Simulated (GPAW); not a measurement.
# How VAgS3 (model structure) absorbs and reflects light, part 2 of 2

Aim: the dielectric function of VAgS3 (model structure), and the optical constants that follow from it. The cell was made here by substitution or stacking, whether or not such a phase is known. It was built so: All Nb replaced by V and O replaced by S in the Pm-3m structure of NbAgO3. The cell given below was relaxed beforehand with Ansatz.

GPAW 26.7.0; DFT, RPBE, plane-wave PAW (GPAW data sets), scalar-relativistic, RPA, optical limit.

So far. Step 2 (Ground state): There are states at the Fermi level within the smearing, so the occupations stay smeared and the carriers get a Drude term.

**4. Dielectric function, RPA**

Local fields let the induced charge screen the field inside the cell, which as a rule lowers ε, most along directions where the density is uneven.

This step: DFT, RPBE, plane-wave PAW (GPAW data sets), scalar-relativistic, RPA, optical limit (GPAW 26.7.0).

File df.py:

```python
from gpaw.response.df import DielectricFunction

df = DielectricFunction('full.gpw', frequencies={'type': 'nonlinear', 'domega0': 0.03, 'omega2': 8},
                        ecut=80,
                        eta=0.1,
                        nbands=48,
                        rate=0.2,
                        txt='df.txt')
for direction in ['x']:
    df.get_dielectric_function(xc='RPA', direction=direction, filename=f'df_{direction}.csv')
```

On the command line:

```
> OMP_NUM_THREADS=1 python df.py
```

The log of the run:

```text
Using integrator: PointIntegrator
NonLinearFrequencyDescriptor(from 0.000 to 83.625 eV, 524 points)
Nonperiodic BCs:  [False False False]
Using integrator: PointIntegrator
NonLinearFrequencyDescriptor(from 0.000 to 83.625 eV, 524 points)
Nonperiodic BCs:  [False False False]
Using integrator: PointIntegrator

Calculating chi0 body with:
    Ground state adapter containing:
    Number of spins: 2
    Number of kpoints: 512
    Number of irreducible kpoints: 35
    Number of completely occupied states: 21
    Number of partially occupied states: 30

    Linear response parametrization:
    q_c: [0.0, 0.0, 0.0]
    Number of frequency points: 524
    Planewave cutoff: 80.0
    Number of bands: 48
    Number of planewaves: 171
    Broadening (eta): 0.1

Integrating chi0 body.

Symmetries of q_c:
    Direct symmetries (Uq -> q): 48
    Indirect symmetries (TUq -> q): 0
In total 48 allowed symmetries.

35 groups of equivalent kpoints. 93.1640625% reduction.

Integral kind: spectral function

Calculating chi0 optical extensions with:
    Ground state adapter containing:
    Number of spins: 2
    Number of kpoints: 512
    Number of irreducible kpoints: 35
    Number of completely occupied states: 21
    Number of partially occupied states: 30

    Linear response parametrization:
    Number of frequency points: 524
    Planewave cutoff: 80.0
    Number of bands: 48
    Number of planewaves: 171
    Broadening (eta): 0.1
Integrating chi0 head and wings.

Symmetries of q_c:
    Direct symmetries (Uq -> q): 48
    Indirect symmetries (TUq -> q): 0
In total 48 allowed symmetries.

35 groups of equivalent kpoints. 93.1640625% reduction.

Integral kind: spectral function wings

Calculating drude chi0 with:
    Number of frequency points:524
    Plasma frequency decay rate: 0.2 eV

    Ground state adapter containing:
    Number of spins: 2
    Number of kpoints: 512
    Number of irreducible kpoints: 35
    Number of completely occupied states: 21
    Number of partially occupied states: 30

Symmetries of q_c:
    Direct symmetries (Uq -> q): 48
    Indirect symmetries (TUq -> q): 0
In total 48 allowed symmetries.

35 groups of equivalent kpoints. 93.1640625% reduction.

Integral kind: intraband
Plasma frequency:
[[3.86+0.j 0.  +0.j 0.  +0.j]
 [0.  +0.j 3.86+0.j 0.  +0.j]
 [0.  +0.j 0.  +0.j 3.86+0.j]]
```

The job ended after 41 s (1 thread of Arm Neoverse V2, shared host; peak memory 1 GiB).

Some rows of df_x.csv (energy; Re and Im without local fields; Re and Im with them):

```text
0.000000, 482.792965, 0.000000, 481.404531, 0.000000
0.460735, -7.903983, 74.717706, -9.419776, 74.065518
0.943989, -16.326277, 38.080066, -16.444532, 37.355181
1.451455, -11.175082, 16.600285, -11.218341, 16.354002
1.984998, -3.739039, 8.339596, -4.063085, 8.103044
2.546682, -0.628916, 4.318045, -0.981813, 4.284495
3.138794, 1.118117, 4.714496, 0.684818, 4.637718
3.763875, 1.802163, 5.490732, 1.260930, 5.159848
4.424758, 2.208727, 4.041229, 1.578911, 3.764682
5.124608, 0.869920, 6.106164, 0.647669, 5.617671
5.866977, 0.629819, 3.777559, 0.160362, 3.462961
6.655862, 0.953552, 4.095976, 0.856959, 3.687230
7.495775, 1.392286, 4.035256, 0.928715, 3.433168
8.391833, -0.809008, 3.893142, -0.787305, 3.461020
9.349861, -0.456835, 3.090918, -0.421494, 2.570149
10.376517, -0.812679, 2.694721, -0.526292, 2.326512
11.479449, 0.568546, 2.374050, 0.230489, 1.582121
12.667487, -0.187347, 2.460606, 0.030520, 1.368987
13.950874, -0.845012, 1.931325, 0.086192, 1.257010
15.341572, -0.975672, 1.162734, 0.112812, 1.101236
```

The Im ε, E ∥ x has structure finer than the step of the table below, so its rows give means over 0.5 eV, whole bins alone (the curve runs from 0.619 to 15.8 eV). Peaks (eV: height): 2.82: 5.58, 3.89: 5.24, 4.93: 5.62, 8.21: 4.46.

Sum at mesh points, not converged in k. The Im ε, E ∥ x by photon energy; means over each step:

| photon energy (eV) | Im ε, E ∥ x |
| --- | --- |
| 1.0 | 34.3 |
| 1.5 | 15.3 |
| 2.0 | 7.47 |
| 2.5 | 4.84 |
| 3.0 | 5.00 |
| 3.5 | 4.61 |
| 4.0 | 4.78 |
| 4.5 | 4.13 |
| 5.0 | 5.43 |
| 5.5 | 4.15 |
| 6.0 | 3.37 |
| 6.5 | 3.37 |
| 7.0 | 3.09 |
| 7.5 | 3.35 |
| 8.0 | 3.85 |
| 8.5 | 3.22 |
| 9.0 | 2.80 |
| 9.5 | 2.53 |
| 10.0 | 2.32 |
| 10.5 | 2.04 |
| 11.0 | 1.43 |
| 11.5 | 1.57 |
| 12.0 | 1.67 |
| 12.5 | 1.44 |
| 13.0 | 1.43 |
| 13.5 | 1.28 |
| 14.0 | 1.25 |
| 14.5 | 1.13 |
| 15.0 | 1.08 |
| 15.5 | 1.04 |

Values under 1 per cm are given as 1; sum at mesh points, not converged in k. Absorption coefficient, E ∥ x against photon energy:

photon energy (eV), log10 absorption coefficient, E ∥ x (1/cm) and a bar from the least value:
```
    1.010        5.7 ####
    1.486        5.8 ########
    1.985        5.7 #####
    2.508        5.6 
    3.018        5.7 ##
    3.510        5.6 
    3.980        5.8 #########
    4.516        5.7 #####
    4.981        5.9 ################
    5.515        5.9 #################
    6.021        5.9 ##############
    6.494        5.9 ##############
    6.985        5.9 ################
    7.496        5.9 ###################
    8.026        6.0 ########################
    8.516        6.1 ############################
    9.023        6.0 #########################
    9.483        6.1 ###########################
   10.026        6.1 ###########################
   10.519        6.1 ##############################
   11.029        6.0 ########################
   11.479        6.0 ######################
   12.023        6.0 ##########################
   12.504        6.0 ##########################
   13.000        6.0 ##########################
   13.512        6.0 ##########################
   14.040        6.0 ##########################
   14.493        6.0 #########################
   14.960        6.0 #########################
   15.536        6.0 #########################
```

The Im ε, E ∥ x has structure finer than the step of the table below, so its rows give means over 0.5 eV, whole bins alone (the curve runs from 0.619 to 15.8 eV). Peaks (eV: height): without local fields 2.82: 5.66, 3.89: 5.58, 5.12: 6.11, 8.15: 5.32, 12.10: 2.87; with local fields 2.82: 5.58, 3.89: 5.24, 4.93: 5.62, 8.21: 4.46.

Sum at mesh points, not converged in k. Table of Im ε, E ∥ x by photon energy; means over each step:

| photon energy (eV) | without local fields | with local fields |
| --- | --- | --- |
| 1.0 | 35.0 | 34.3 |
| 1.5 | 15.5 | 15.3 |
| 2.0 | 7.64 | 7.47 |
| 2.5 | 4.90 | 4.84 |
| 3.0 | 5.07 | 5.00 |
| 3.5 | 4.74 | 4.61 |
| 4.0 | 5.02 | 4.78 |
| 4.5 | 4.46 | 4.13 |
| 5.0 | 5.89 | 5.43 |
| 5.5 | 4.43 | 4.15 |
| 6.0 | 3.77 | 3.37 |
| 6.5 | 3.80 | 3.37 |
| 7.0 | 3.40 | 3.09 |
| 7.5 | 3.93 | 3.35 |
| 8.0 | 4.73 | 3.85 |
| 8.5 | 3.71 | 3.22 |
| 9.0 | 3.50 | 2.80 |
| 9.5 | 3.12 | 2.53 |
| 10.0 | 2.83 | 2.32 |
| 10.5 | 2.32 | 2.04 |
| 11.0 | 1.74 | 1.43 |
| 11.5 | 2.32 | 1.57 |
| 12.0 | 2.67 | 1.67 |
| 12.5 | 2.46 | 1.44 |
| 13.0 | 2.54 | 1.43 |
| 13.5 | 2.20 | 1.28 |
| 14.0 | 1.97 | 1.25 |
| 14.5 | 1.68 | 1.13 |
| 15.0 | 1.35 | 1.08 |
| 15.5 | 1.06 | 1.04 |

The reflectivity at normal incidence, E ∥ x has structure finer than the step of the table below, so its rows give means over 0.5 eV, whole bins alone (the curve runs from 0.619 to 15.8 eV). Peaks (eV: height): 5.27: 32.2, 8.33: 32.3, 10.59: 29.8.

Sum at mesh points, not converged in k. Table of reflectivity at normal incidence, E ∥ x by photon energy; means over each step:

photon energy (eV), reflectivity at normal incidence, E ∥ x (%) and a bar from the least value:
```
      1.0       69.5 ##############################
      1.5       66.6 ############################
      2.0       55.2 ######################
      2.5       38.3 #############
      3.0       30.0 ########
      3.5       25.5 ######
      4.0       27.1 #######
      4.5       21.9 ####
      5.0       28.7 ########
      5.5       28.9 ########
      6.0       23.0 #####
      6.5       21.3 ####
      7.0       20.5 ###
      7.5       20.5 ###
      8.0       23.5 #####
      8.5       29.5 ########
      9.0       24.2 #####
      9.5       25.1 ######
     10.0       25.1 ######
     10.5       28.3 #######
     11.0       22.9 #####
     11.5       16.0 #
     12.0       18.6 ##
     12.5       19.1 ##
     13.0       17.3 #
     13.5       17.8 ##
     14.0       16.2 #
     14.5       16.4 #
     15.0       14.7 
     15.5       14.8
```

The loss function −Im 1/ε at q → 0, E ∥ x has structure finer than the step of the table below, so its rows give means over 0.5 eV, whole bins alone (the curve runs from 0.619 to 15.8 eV). Peaks (eV: height): 11.18: 0.766.

Sum at mesh points, not converged in k. The loss function −Im 1/ε at q → 0, E ∥ x by energy loss; means over each step:

| energy loss (eV) | loss function −Im 1/ε at q → 0, E ∥ x |
| --- | --- |
| 1.0 | 0.0261 |
| 1.5 | 0.0443 |
| 2.0 | 0.0952 |
| 2.5 | 0.187 |
| 3.0 | 0.199 |
| 3.5 | 0.204 |
| 4.0 | 0.205 |
| 4.5 | 0.210 |
| 5.0 | 0.174 |
| 5.5 | 0.243 |
| 6.0 | 0.292 |
| 6.5 | 0.284 |
| 7.0 | 0.310 |
| 7.5 | 0.279 |
| 8.0 | 0.249 |
| 8.5 | 0.308 |
| 9.0 | 0.357 |
| 9.5 | 0.390 |
| 10.0 | 0.422 |
| 10.5 | 0.455 |
| 11.0 | 0.675 |
| 11.5 | 0.634 |
| 12.0 | 0.597 |
| 12.5 | 0.693 |
| 13.0 | 0.696 |
| 13.5 | 0.781 |
| 14.0 | 0.799 |
| 14.5 | 0.881 |
| 15.0 | 0.917 |
| 15.5 | 0.954 |

At chosen wavelengths:

| wavelength (nm) | n | k | R (%) | 1/α |
| --- | --- | --- | --- | --- |
| 1550 | 4.36 | 5.481 | 70.3 | 23 nm |
| 1064 | 2.78 | 4.453 | 67.4 | 19 nm |
| 633 | 1.55 | 2.562 | 52.5 | 20 nm |
| 532 | 1.26 | 2.100 | 47.0 | 20 nm |
| 405 | 1.56 | 1.473 | 28.5 | 22 nm |
| 308 | 1.64 | 1.480 | 28.4 | 17 nm |
| 193 | 1.38 | 1.132 | 20.5 | 14 nm |

In reflection the computed colour is yellow: x = 0.356, y = 0.378, luminous reflectivity 49 %.

**5. Summary of results**

What this shows: At this level (RPBE, RPA) VAgS3 is a metal. The mesh is too coarse to trust the carriers' weight, the reflectivity or the colour to better than tens of per cent. In reflection the computed colour is yellow: x = 0.356, y = 0.378, luminous reflectivity 49 %. The carriers' damping of 0.2 eV is typed, not computed; it shapes the response at the lowest energies. The magnetic state comes from one start and need not be the lowest. The curves end at 16 eV, about where the summed bands run out. In this version of GPAW the matrix elements of the optical limit are incomplete, which can lower ε − 1 by up to a tenth where first-row anions or d states rule, and shift it by more in d metals. GPAW's carrier term has the form −ωp²/(ω + i·rate)², which damps like twice the rate and fails at low energy, so the curves leave the lowest energies out. The sum runs over mesh points 0.17 Å⁻¹ apart with no interpolation, so peaks are partly noise of the mesh, and the Drude plasma energy, a sum over the Fermi surface, isn't converged.

[Machine, clock and banner lines and Python warnings are left out of the logs.]

[Logs are printed without paths, hosts, clocks, repeated set-up lines and the standing remarks that a program may print on its own settings, such as how far it seeks lower states.]

[Hosts, paths, dates, database ids (printed as entryN), source tags and the programs' standing remarks are cut or masked in the printed files.]
